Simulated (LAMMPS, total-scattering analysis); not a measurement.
# From input file to S(Q): ZnSe

Aim: the structure of ZnSe at 300 K, and the X-ray and neutron patterns it would give.

Method: classical molecular dynamics (LAMMPS) with the Stillinger-Weber II-VI potential (Zhou et al., Phys. Rev. B 88, 085309 (2013)). Composition: Zn 50.0, Se 50.0 atom %; 100 atoms.

## The run

The step of 1 fs has to resolve the fastest vibration, that of the lightest atoms and stiffest bonds. The random start is relaxed with capped moves and melted at fixed volume, so that it is forgotten as far as a few ps allow. The hottest part of the cooling also runs at fixed volume, because an open network can foam at zero pressure; below that the barostat finds the density.

in.lmp:

```
# melt and quench of ZnSe
units metal
atom_style atomic
boundary p p p
region box block 0 13.2950 0 13.2950 0 13.2950
create_box 2 box
mass 1 65.3800   # Zn
mass 2 78.9710   # Se
create_atoms 1 random 50 3455 NULL overlap 2.06 maxtry 2000
create_atoms 2 random 50 3462 NULL overlap 2.06 maxtry 2000
pair_style sw
pair_coeff * * CdTeZnSeHgS0.sw Zn Se
neigh_modify delay 0 every 1 check yes
thermo_style custom step time temp pe press density
thermo_modify norm yes
timestep 0.001
thermo 100
minimize 1e-4 1e-4 200 2000
reset_timestep 0
velocity all create 2600 3456 mom yes dist gaussian
fix lim all nve/limit 0.05
fix lan all langevin 2600 2600 0.1 3457 zero yes
thermo 500
run 1000 post no
unfix lim
unfix lan
thermo 2666
fix md all nvt temp 2600 2600 0.1
run 8000 post no
unfix md
thermo 2600
fix md all nvt temp 2600 1560 0.1
run 5200 post no
unfix md
thermo 1260
fix md all npt temp 1560 300 0.1 iso 0 0 1
run 6300 post no
unfix md
thermo 2500
fix md all npt temp 300 300 0.1 iso 0 0 1
run 5000 post no
unfix md
print "== production at 300 K"
dump d all custom 400 s0.traj id type xu yu zu
dump_modify d sort id format float %.3f
thermo 200
fix md all npt temp 300 300 0.1 iso 0 0 1
run 8000 post no
unfix md
undump d
```

```console
$ lmp -in in.lmp -log none -nocite
```

```text
[a thinned log: between the lines shown up to 5 are left out unmarked, longer gaps are marked]
LAMMPS (22 Jul 2025 - Update 4)
Created orthogonal box = (0 0 0) to (13.295 13.295 13.295)
Created 50 atoms
Created 50 atoms
   Step          Time           Temp          PotEng         Press         Density
         0   0              0              1.3665299      677623.56      5.100043
       100   0.1            0             -2.1496935      5080.0328      5.100043
       168   0.168          0             -2.2068062      14212.888      5.100043
Loop time of 0.0604999 s on 1 MPI rank(s) for 168 steps with 100 atoms
Minimization stats:
  Stopping criterion = energy tolerance
  Energy initial, next-to-last, final =
      1.36652992467116   -2.2065969903958  -2.20680622045437
  Force two-norm initial, final = 171.44827 0.56210682
         0   0              2600          -2.2068062      29335.515      5.100043
   Step          Time           Temp          PotEng         Press         Density
      7998   7.998          2329.8967     -1.74725        45980.754      5.100043
      9000   9              2479.3414     -1.8157877      32612.513      5.100043
[... 7 lines left out ...]
     16380   16.38          1049.9931     -2.102608       8699.7576      4.8693569
     20500   20.5           318.02732     -2.3244745      5501.465       5.0521592
     22500   22.5           325.58789     -2.3287656     -1673.7917      5.0273735
     25500   25.5           278.83355     -2.3374964     -2750.4537      5.0550431
Loop time of 1.04738 s on 1 MPI rank(s) for 5000 steps with 100 atoms
== production at 300 K (one thermo line in eight is kept)
   Step          Time           Temp          PotEng         Press         Density
     25500   25.5           278.83355     -2.3374964     -2750.454       5.0550431
     27000   27             301.00267     -2.3343331     -127.91901      5.0457793
     28600   28.6           357.54776     -2.3361218     -1905.6616      5.0109004
     30200   30.2           293.27248     -2.3350739      3382.9211      5.0278662
     31800   31.8           318.88639     -2.3351212     -6348.4245      4.9954748
     33400   33.4           330.68433     -2.3303523      1228.0443      5.0293465
Loop time of 1.67656 s on 1 MPI rank(s) for 8000 steps with 100 atoms
```

It took 7.4 s on 1 thread of Arm Neoverse V2 (shared host), peak memory 0.1 GiB.

## Analysis

S(Q) is the Faber–Ziman total, Σ ci cj fi fj (Sij − 1)/⟨f⟩² + 1. Below 4 Å⁻¹ the partials are summed on the cell's own reciprocal vectors (from 0.47 Å⁻¹) and folded with a Gaussian of σ = 0.10 Å⁻¹; above it they are transforms of g(r) out to 9.0 Å, tapered over the last 40 %. The fold lowers sharp peaks, and with so few vectors their positions are good to about 0.1 Å⁻¹. X-rays take neutral-atom form factors, neutrons coherent lengths (Zn 5.68, Se 7.97 fm). G(r) = 4πrρ₀[g(r) − 1] carries the resolution of a Lorch-windowed transform up to 30 Å⁻¹. The patterns are simulated, not measured. The potential was fitted to tetrahedral crystals; it favours four neighbours in the liquid and keeps the solid to temperatures at which the real compounds have long melted or sublimed. The cell is small: beyond half the box only the part of each shell inside it is counted, and low-Q values rest on few vectors. It is averaged over 20 frames.

| T (K) | state | density (g/cm³) | first clear X-ray maximum (Å⁻¹) | its height (X-ray) | first clear neutron maximum (Å⁻¹) | its height (neutron) | Zn–Se (Å) | Se around Zn | Se–Se (Å) | held | D over the elements, rough (10⁻⁹ m²/s) |
| --- | --- | --- | --- | --- | --- | --- | --- | --- | --- | --- | --- |
| 300 | rigid | 5.032 | 1.97 | 1.51 | 1.97 | 1.58 | 2.50 | 3.99 | 3.89 | pressure | - |

X-ray S(Q):

```tsv
Q (Å⁻¹)	300 K
0.8	0.04
1.1	0.07
1.4	0.19
1.7	0.59
2.0	1.49
2.3	0.72
2.6	0.61
2.9	1.02
3.2	1.63
3.5	1.60
3.8	0.79
4.1	0.61
4.4	0.64
4.7	0.80
5.0	1.13
5.3	1.31
5.6	1.16
5.9	1.00
6.2	0.99
6.5	0.97
6.8	0.87
7.1	0.86
7.4	0.96
7.7	1.04
8.0	1.12
8.3	1.15
8.6	1.05
8.9	0.93
```

At 300 K the maxima of S(Q), Q in Å⁻¹ (height), are X-ray: 1.97 (1.51), 3.38 (1.75), 5.30 (1.31), 8.21 (1.15); neutron: 1.97 (1.58), 3.38 (1.76), 5.29 (1.30), 8.22 (1.15). Its shells:

```
 pair  first peak (Å)  g there  first minimum (Å)  g there                    neighbours  X-ray weight (f = Z)  neutron weight
Zn–Se            2.50      9.9               3.40     0.14  4.0 Se per Zn, 4.0 Zn per Se                  0.50            0.49
Se–Se            3.89      3.1               5.14     0.39                          12.2                  0.28            0.34
Zn–Zn            3.90      3.1               4.86     0.54                          11.1                  0.22            0.17
```

Bonded neighbours (only these pairs count: cutoffs Zn–Se 3.4 Å): Zn: 3 8.8 %, 4 83 %, 5 7.9 %; Se: 2 4.1 %, 3 19 %, 4 55 %, 5 18 %, 6 4.3 %. Se–Zn–Se peak at 110° and Zn–Se–Zn peak at 112°. These counts come from 15 frames.

The tapered transform alone would put 1.74 at the X-ray maximum of 3.38 Å⁻¹, where the reciprocal vectors give 1.75; the two routes agree.

**Reading.** The first Zn–Se shell holds 4.0 Se at 2.50 Å. The first Se–Se shell holds 12.2 Se at 3.89 Å. In Bhatia–Thornton form S_CC/(c₁c₂) peaks at 2.00 Å⁻¹ with 3.40, the mark of chemical order: unlike neighbours are preferred. Unlike atoms are nearest: the pair functions peak at 2.50 Å (Zn–Se) and 3.89 Å (Se–Se). The ratio of these peaks, 1.56 (±0.04), compares with 1.73 for a triangle, 1.63 for a tetrahedron and 1.41 for an octahedron, and Zn has 4.0 anions. The quench is many orders of magnitude faster than melt spinning, so the glass is little relaxed, and a real sample of this composition would mostly crystallise.

[Logs are printed without paths, hosts, clocks, repeated set-up lines and the standing remarks that a program may print on its own settings, such as how far it seeks lower states.]
